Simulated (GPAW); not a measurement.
# SnSe (Pnma): G0W0 with GPAW, start to end, part 2 of 2

Aim: the G0W0 gap of SnSe (Pnma) on PBE, step by step.

GPAW 26.7.0; PBE and many-body steps on it, plane waves. Known limits of the many-body steps: short of the basis limit; no spin-orbit coupling; coarse k mesh.

So far. Step 3 (Bands along the symmetry lines): The gap is 0.586 eV, +0.053 eV from the run before at this level. Step 4 (Empty states on the mesh, 2×4×4 mesh, 728 bands): On this mesh the gap is 1.068 eV. The earlier step found 0.533 eV, so this mesh misses an edge.

The database entry behind the starting cell differs from other determinations of this structure, so it need not match the best structure at room temperature.

## 5. Screening and self-energy, 2×4×4 mesh, 333 bands, screening to 78 eV

Now the one-shot GW correction: screening in the RPA, then the self-energy of the levels asked for.

This step: G0W0 on PBE, plane waves, PAW.

The input, run.py:

```python
import json
import numpy as np
from gpaw.mpi import world
from gpaw.response.g0w0 import G0W0

gw = G0W0('full.gpw',
    filename='gw',
    kpts=[0, 4, 12],
    bands=(38, 42),
    ecut=78,
    nbands=333,
    integrate_gamma='WS',
    ppa=True)
gw.calculate()
res = {mode: {k: v for k, v in r.items() if k != 'sigma_eskwn'}
       for mode, r in gw.all_results.items()}

if world.rank == 0:
    with open('result.json', 'w') as f:
        json.dump(res, f, default=lambda x: x.tolist())
```

The run is started by

```sh
$ mpirun -n 8 gpaw python run.py
```

What it wrote:

```text
Using integrator: PointIntegrator
FrequencyGridDescriptor(from 0.000+0.000j to 0.000+27.211j eV, 2 points)
Nonperiodic BCs:  [False False False]
Using integrator: PointIntegrator
FrequencyGridDescriptor(from 0.000+0.000j to 0.000+27.211j eV, 2 points)
Nonperiodic BCs:  [False False False]
  ___  _ _ _
 |   || | | |
 | | || | | |
 |__ ||_____|
 |___|

BZ k-points: Symmetries present (total): 2

  [... matrices ...]
32 k-points: 2 x 4 x 4 Monkhorst-Pack grid + [1/4,1/8,1/8]
20 k-points in the irreducible part of the Brillouin zone
       k-points in crystal coordinates                weights
   0:     0.00000000    0.00000000    0.00000000          1/32
   1:     0.00000000    0.00000000    0.25000000          2/32
   2:     0.00000000    0.00000000    0.50000000          1/32
   3:     0.00000000    0.25000000   -0.25000000          2/32
   4:     0.00000000    0.25000000    0.00000000          2/32
   5:     0.00000000    0.25000000    0.25000000          2/32
   6:     0.00000000    0.25000000    0.50000000          2/32
   7:     0.00000000    0.50000000    0.00000000          1/32
   8:     0.00000000    0.50000000    0.25000000          2/32
   9:     0.00000000    0.50000000    0.50000000          1/32
          ...
  19:     0.50000000    0.50000000    0.50000000          1/32

Distributing spins, k-points and bands (1 x 3 x 4) over 8 processes
Number of blocks: 1

Quasi particle states:
k-points (IBZ indices): [0, 4, 12]
Band range: (38, 42)
  [... matrices ...]
Computational parameters:
Plane wave cut-off: 78 eV
Number of bands: 333
Coulomb cutoff: None
Broadening: 0.1 eV

fxc modes: GW
Kernel: RPA
Using Godby-Needs plasmon-pole approximation:
  Fitting energy: i*E0, E0 = 1.000 Hartree
Summing all q:

Calculating screened Coulomb potential
No Coulomb truncation
FrequencyGridDescriptor(from 0.000+0.000j to 0.000+27.211j eV, 2 points)
Removing empty qpoint cache files...

Calculating chi0 body with:
    Ground state adapter containing:
    Number of spins: 1
    Number of kpoints: 32
    Number of irreducible kpoints: 20
    Number of completely occupied states: 40
    Number of partially occupied states: 40
    Occupied states memory: 17.2265625 M / cpu

    Linear response parametrization:
    q_c: [0.0, 0.0, 0.0]
    Number of frequency points: 2
    Planewave cutoff: 78.0
    Number of bands: 333
    Number of planewaves: 329
    Broadening (eta): 1e-06
    comm.size: 8
    kncomm.size: 8
    blockcomm.size: 1

    Memory estimate of potentially large arrays:
        chi0_wGG: 3.303253 M / cpu
Integrating chi0 body.

Symmetries of q_c:
    Direct symmetries (Uq -> q): 2
    Indirect symmetries (TUq -> q): 0
In total 2 allowed symmetries.

  [... matrices ...]
20 groups of equivalent kpoints. 37.5% reduction.

Integral kind: response function
Integrating chi0 head and wings.

Symmetries of q_c:
    Direct symmetries (Uq -> q): 2
    Indirect symmetries (TUq -> q): 0
In total 2 allowed symmetries.

  [... matrices ...]
20 groups of equivalent kpoints. 37.5% reduction.

Integral kind: response function wings

Calculating chi0 body with:
    Ground state adapter containing:
    Number of spins: 1
    Number of kpoints: 32
    Number of irreducible kpoints: 20
    Number of completely occupied states: 40
    Number of partially occupied states: 40
    Occupied states memory: 17.2265625 M / cpu

    Linear response parametrization:
[... the further q-points ...]

Results:
f:      Occupation numbers
eps:     KS-eigenvalues [eV]
vxc:     KS vxc [eV]
exx:     Exact exchange [eV]
sigma:   Self-energies [eV]
dsigma:  Self-energy derivatives
Z:       Renormalization factors
qp:      QP-energies [eV]

k-point 0 (0): (0.000, 0.000, 0.000)                GW
band       f     eps     vxc     exx   sigma  dsigma       Z      qp
                                                                   GW
  38   1.000   5.186 -14.422 -16.256   1.576  -0.290   0.775   4.986
  39   1.000   5.403 -14.702 -16.384   1.474  -0.287   0.777   5.241
  40   0.000   6.747 -11.714  -8.401  -3.185  -0.256   0.796   6.848
  41   0.000   8.911 -12.603  -8.389  -3.907  -0.270   0.787   9.154

k-point 1 (4): (0.000, 0.250, 0.000)                GW
band       f     eps     vxc     exx   sigma  dsigma       Z      qp
                                                                   GW
  38   1.000   5.178 -14.655 -16.501   1.598  -0.290   0.775   4.986
  39   1.000   5.662 -15.002 -15.761   0.712  -0.275   0.785   5.625
  40   0.000   6.962 -11.974  -8.861  -3.005  -0.259   0.794   7.048
  41   0.000   7.166 -11.971  -8.417  -3.360  -0.256   0.796   7.320

k-point 2 (12): (0.500, 0.000, 0.500)                GW
band       f     eps     vxc     exx   sigma  dsigma       Z      qp
                                                                   GW
  38   1.000   5.678 -14.753 -15.330   0.548  -0.272   0.786   5.656
  39   1.000   5.678 -14.753 -15.330   0.548  -0.272   0.786   5.656
  40   0.000   7.209 -12.427  -9.395  -2.884  -0.261   0.793   7.327
  41   0.000   7.209 -12.427  -9.395  -2.883  -0.261   0.793   7.327
```

It took 12 min on 8 MPI ranks of Arm Neoverse V1, shared host; peak memory 4.5 GiB; 1.5 h of CPU time.

This step gave:

| Quantity | Value |
| --- | --- |
| G0W0 gap on the mesh | 1.192 eV |
| least direct G0W0 gap on the computed points | 1.423 eV |
| Z at the valence top | 0.7861 |
| Z at the conduction bottom | 0.7964 |
| starting gap on the mesh | 1.068 eV |
| k of the valence top | 0.5, 0, 0.5 |
| k of the conduction bottom | 0, 0, 0 |

The gap on the mesh goes from 1.07 eV to 1.19 eV, a correction of +0.12 eV. The start differs from the 0.53 eV found before because the two sample other k points.

Limits: finite bands, cutoff and mesh; no spin-orbit coupling; coarse k mesh. v1 is the top filled band, c1 the lowest empty one. Levels before and after the correction, in eV, zero at the valence-band top of each column:

|  | conduction bottom | valence top |
| --- | --- | --- |
| Kohn-Sham | 1.07 | 0.00 |
| G0W0 | 1.19 | 0.00 |

|  | level | energy (eV) |
| --- | --- | --- |
| Kohn-Sham | Γ v2 | -0.492 |
| Kohn-Sham | Γ v1 | -0.276 |
| Kohn-Sham | Γ c1 | 1.068 |
| Kohn-Sham | Γ c2 | 3.233 |
| Kohn-Sham | (0.5 0 0.5) v2-v1 | 0.000 |
| Kohn-Sham | (0.5 0 0.5) c1-c2 | 1.531 |
| G0W0 | Γ v2 | -0.670 |
| G0W0 | Γ v1 | -0.415 |
| G0W0 | Γ c1 | 1.192 |
| G0W0 | Γ c2 | 3.498 |
| G0W0 | (0.5 0 0.5) v2-v1 | 0.000 |
| G0W0 | (0.5 0 0.5) c1-c2 | 1.672 |

## 6. Where the time went

Times are wall times on 8 MPI ranks of Arm Neoverse V1, shared host, good to a factor of about two.

| step | time | share | memory (GiB) |
| --- | --- | --- | --- |
| ground state | 58 s | 5 % | 1.8 |
| bands along the symmetry lines | 1.7 min | 8 % | 2.2 |
| empty states on the mesh | 6.2 min | 30 % | 17 |
| screening and self-energy | 12 min | 57 % | 4.5 |

## 7. What came out

- PBE gap: 0.53 eV, indirect
- G0W0 gap on the mesh: 1.19 eV
- G0W0 gap over the zone (rigid shift): 0.66 eV
- GW settings: 2×4×4 mesh, 333 bands, screening to 78 eV, Godby-Needs plasmon pole
- known limits: short of the basis limit; no spin-orbit coupling; coarse k mesh

What this shows: G0W0 moves the gap on the mesh from 1.07 eV to 1.19 eV (+0.12 eV), with Z of 0.79 and 0.80 at the edges. The mesh misses the band edges by 0.54 eV in all; a rigid shift gives 0.66 eV for the zone. The dearest step here is «screening and self-energy». Bands and cutoff are finite, so the gap stands short of the basis limit, usually by up to a few tenths of an eV; the mesh is an error of its own. The 2×4×4 mesh is coarse for this cell, which bears on the long-range parts of exchange and screening. The many-body steps are scalar-relativistic: spin-orbit coupling is not in them.

[Long decimals in the printed logs are rounded to 6 places.]

[Logs are printed without paths, hosts, clocks, repeated set-up lines and the standing remarks that a program may print on its own settings, such as how far it seeks lower states.]

[Paths, hosts, dates, memory and timing lines, banners, echoed tables and standing remarks are left out of the program output; an Ansatz launch command may be rebuilt from the run's recorded settings. Measured values are a selection of at most five: reports struck by readers or far from the other reports are left out. None is set beside runs whose start may be inverted or whose files or cutoffs have a known fault.]

[Runs of the session that timed out or met a known fault of the program may be left out.]

[Hosts, paths, dates, database ids (printed as entryN), source tags and the programs' standing remarks are cut or masked in the printed files.]

[Where the starting crystal was built by hand or by swapping elements, it need not be the compound's stable phase.]
